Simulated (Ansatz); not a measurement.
# K(110) slab, 5 layers: the cell at rest, part 2 of 2

Aim: bring K(110) slab, 5 layers to small forces and stress, as phonons need.

Ansatz 0.2.0; DFT PBEsol, scalar-relativistic, plane waves, PAW.

So far. Step 2 (Probe on a coarse mesh): The coarse mesh shows no gap.

### Step 4. Relaxing to small forces for the phonons

Phonons need a cell at rest on their own settings, so the relaxation is repeated with tight tolerances on forces and stress, using the mesh and the filling of the phonon run that follows.

input.yaml

```yaml
crystal:
  lattice:
    - [2.4828398578, 3.7582340666, 0.0]
    - [-2.4828398578, 3.7582340666, 0.0]
    - [0.0, 0.0, 53.498429536]
  atoms:
    - { symbol: K, position: [0.0, 0.0, 0.1200561632] }
    - { symbol: K, position: [0.5, 0.5, 0.1897279188] }
    - { symbol: K, position: [0.0, 0.0, 0.2602809114] }
    - { symbol: K, position: [0.5, 0.5, 0.3308339041] }
    - { symbol: K, position: [0.0, 0.0, 0.4005056597] }
  periodic: [true, true, false]
kpoints:
  mp_grid: { grid: [8, 8, 1] }
hamiltonian:
  xc: pbesol
scf:
  occupations: { method: methfessel_paxton, width: 0.15 }
output:
  forces: true
  stress: true
  eigenvalues: true
  write_density: true
  write_potential: true
  elf: true
  volumetric_format: npy
relax:
  adjacent_minimum: "off"
  f_tol: 0.001
  max_steps: 60
  cell: { stress_2d_tol: 0.002 }
```

The run is started by

```console
$ ansatz run input.yaml --threads 8 --pin off --max-ram 14336MiB --backend cpu --events-out ev --progress --plain --runs-dir out
```

Numbers of over 12 decimals in the logs are rounded to 6 here.

The log of the run:

```text
[...]
Crystal: 5 atoms, lattice volume = 998.398 Å³
Basis set: ecut = 420 eV, 19607 PW (Γ), exchange–correlation on 64×64×720 points (8 copies of the dense FFT grid, shifted against one another)
Bands: 28, of which v1, the nominal top of the filled ones, is band 23 counted from 1 (22 counted from 0)
Symmetry: 8 space group operations
[...]
k-points: 21 of 64
[...]
cell:  # Å, volume = 999.1809 Å³
    - [2.482848, 3.761169, 0.0]
    - [-2.482848, 3.761169, 0.0]
    - [0.0, 0.0, 53.498429536]
  atoms:
    - { symbol: K, position: [0, 0, 0.120342] }
    - { symbol: K, position: [0.500000, 0.500000, 0.189867] }
    - { symbol: K, position: [0, 0, 0.26028091144] }
    - { symbol: K, position: [0.500000, 0.500000, 0.330695] }
    - { symbol: K, position: [0, 0, 0.400220] }
[key lines of the parts left out:]
SCF converged after 9 iterations
Free energy (F): -7579.853937 eV
Fermi energy:    -2.419194 eV
P = ½ c Tr σ = -0.0000 N/m
```

Run time: 43 s. Hardware: 8 threads of Arm Neoverse V2, shared host; peak memory 2 GiB; 5.4 min of CPU time.

Relaxation path:

```csv
step,energy less that of the first step (eV),largest force component (eV/Å),volume (Å³)
1,0.0000,0.0016,998.40
2,0.0000,0.0014,998.45
3,0.0000,0.0032,998.59
4,0.0000,0.0006,998.61
5,0.0000,0.0000,998.88
6,0.0000,0.0001,998.96
7,0.0000,0.0000,999.18
8*,0.0000,0.0000,999.18
```

Relaxation steps marked * repeat the geometry before them on a plane-wave basis chosen anew for their cell, so energy and pressure can jump there. Relaxation step 3 was tried and not accepted.

The run keeps the 8 symmetry operations that it works with, so distortions that break them were not tested.

```csv
cell as run,before,after,change
a (Å),4.504,4.507,+0.1 %
b (Å),4.504,4.507,+0.1 %
γ (°),66.90,66.86,-0.1 %
```

The atoms that moved most (Å, along periodic axes as changes of fractional coordinates times the final cell, across vacuum about the mean position):

```csv
atom,dx,dy,dz,length
K1,0.000,0.000,0.015,0.015
K5,0.000,0.000,-0.015,0.015
K2,0.000,0.000,0.007,0.007
K4,0.000,0.000,-0.007,0.007
```

The relaxed structure:

```xyz
5
Lattice="2.4828 3.7612 0.0000 -2.4828 3.7612 0.0000 0.0000 0.0000 53.4984" Properties=species:S:1:pos:R:3
K     0.0000    0.0000    6.4381
K     0.0000    3.7612   10.1576
K     0.0000    0.0000   13.9246
K     0.0000    3.7612   17.6917
K     0.0000    0.0000   21.4111
```

This step gave:

- area per atom: 3.735 Å²

Valence density in the ac plane at fractional y = 1.000, with atoms of K within 0.2 Å of it. It is the smooth field of the valence electrons, not physical close to the nuclei.

Ten steps, logarithmic in the rise over the least value, from '_' (0.0 e/Å³) to '@' (2.4 e/Å³), each cell a mean:
```
____________________________
____________________________
____________________________
____________________________
____________________________
____________________________
____________________________
____________________________
____________________________
____________________________
____________________________
____________________________
____________________________
----::..______________..::--
@@@@##==::..........--**%%@@
............................
............................
@@@@##==::..........--**%%@@
====::................::--==
............................
%%##++--............::==**##
@@%%**==::..______..::++##%%
____________________________
____________________________
```
Columns run along a (4.5 Å), rows up along c (53.5 Å). Atoms in or near the plane, at fractional coordinates: K at (0.00, 0.12), K at (0.00, 0.26), K at (0.00, 0.40).

Electrostatic potential energy in the ac plane at fractional y = 1.000, with atoms of K within 0.2 Å of it. With pseudopotentials it is smooth inside the atoms' cores, unlike the true potential.

Values in eV, 24 rows by 14 columns, each cell a mean:
```
  0   0   0   0   0   0   0   0   0   0   0   0   0   0
  0   0   0   0   0   0   0   0   0   0   0   0   0   0
  0   0   0   0   0   0   0   0   0   0   0   0   0   0
  0   0   0   0   0   0   0   0   0   0   0   0   0   0
  0   0   0   0   0   0   0   0   0   0   0   0   0   0
  0   0   0   0   0   0   0   0   0   0   0   0   0   0
  0   0   0   0   0   0   0   0   0   0   0   0   0   0
  0   0   0   0   0   0   0   0   0   0   0   0   0   0
  0   0   0   0   0   0   0   0   0   0   0   0   0   0
  0   0   0   0   0   0   0   0   0   0   0   0   0   0
  0   0   0   0   0   0   0   0   0   0   0   0   0   0
  0   0   0   0   0   0   0   0   0   0   0   0   0   0
  0   0   0   0   0   0   0   0   0   0   0   0   0   0
 -4  -3  -2  -2  -1  -1   0   0  -1  -1  -1  -2  -3  -4
-16 -15 -13  -7  -3  -2  -1  -1  -1  -2  -4 -10 -14 -16
 -1  -1  -1  -1   0   0   0   0   0   0  -1  -1  -1  -1
 -1  -1  -1  -1   0   0   0   0   0   0   0  -1  -1  -1
-15 -15 -13  -6  -3  -2  -1  -1  -1  -2  -4  -9 -14 -15
 -5  -4  -3  -2  -1   0   0   0   0  -1  -1  -2  -3  -4
  0   0   0  -1  -1  -1  -1  -1  -1  -1  -1   0   0   0
 -9  -8  -7  -3  -2  -1   0   0  -1  -1  -2  -5  -7  -9
-12 -11  -9  -5  -3  -1  -1  -1  -1  -2  -3  -7 -10 -11
  0   0   0   0   0   0   0   0   0   0   0   0   0   0
  0   0   0   0   0   0   0   0   0   0   0   0   0   0
```
Columns run along a (4.5 Å; values clipped at the 3rd and 97th percentile), rows up along c (53.5 Å). Atoms in or near the plane, at fractional coordinates: K at (0.00, 0.12), K at (0.00, 0.26), K at (0.00, 0.40).

ELF in the ac plane at fractional y = 1.000, with atoms of K within 0.2 Å of it. It is the smooth field of the valence electrons, not physical close to the nuclei.

Ten even steps from '_' (0.00) to '@' (0.71), each cell a mean:
```
____________________________
____________________________
____________________________
____________________________
____________________________
____________________________
____________________________
____________________________
____________________________
____________________________
____________________________
____________________________
____________________________
--::::..::--++++==::....::--
@@@@@@++....--==::..::##@@@@
====----====++++++====--====
============++++++==========
@@@@%%++....--==::..::**@@@@
++====----==++**++==----==++
**++==----------------==++++
****++--::--++**==--::==++**
**##**--....==++--....++**##
........::::::::::::::......
____________________________
```
Columns run along a (4.5 Å), rows up along c (53.5 Å). Atoms in or near the plane, at fractional coordinates: K at (0.00, 0.12), K at (0.00, 0.26), K at (0.00, 0.40).

The largest force component left is 0.019 meV/Å, within the tolerances set.

### Step 5. Results

- space group after relaxation (within 0.01 Å): Cmmm
- lattice constant a: 4.507 Å
- lattice constant b: 4.507 Å
- area per atom: 3.73 Å²

In words: The largest force component left is 0.019 meV/Å, within the tolerances set. The relaxation keeps the symmetry of its start, so it says nothing on stability against lower symmetry. The starting cell was built on a prototype and not taken from a measurement.

[Logs are printed without paths, hosts, clocks, repeated set-up lines and the standing remarks that a program may print on its own settings, such as how far it seeks lower states.]

[Hosts, paths, dates, database ids (printed as entryN), source tags and the programs' standing remarks are cut or masked in the printed files.]
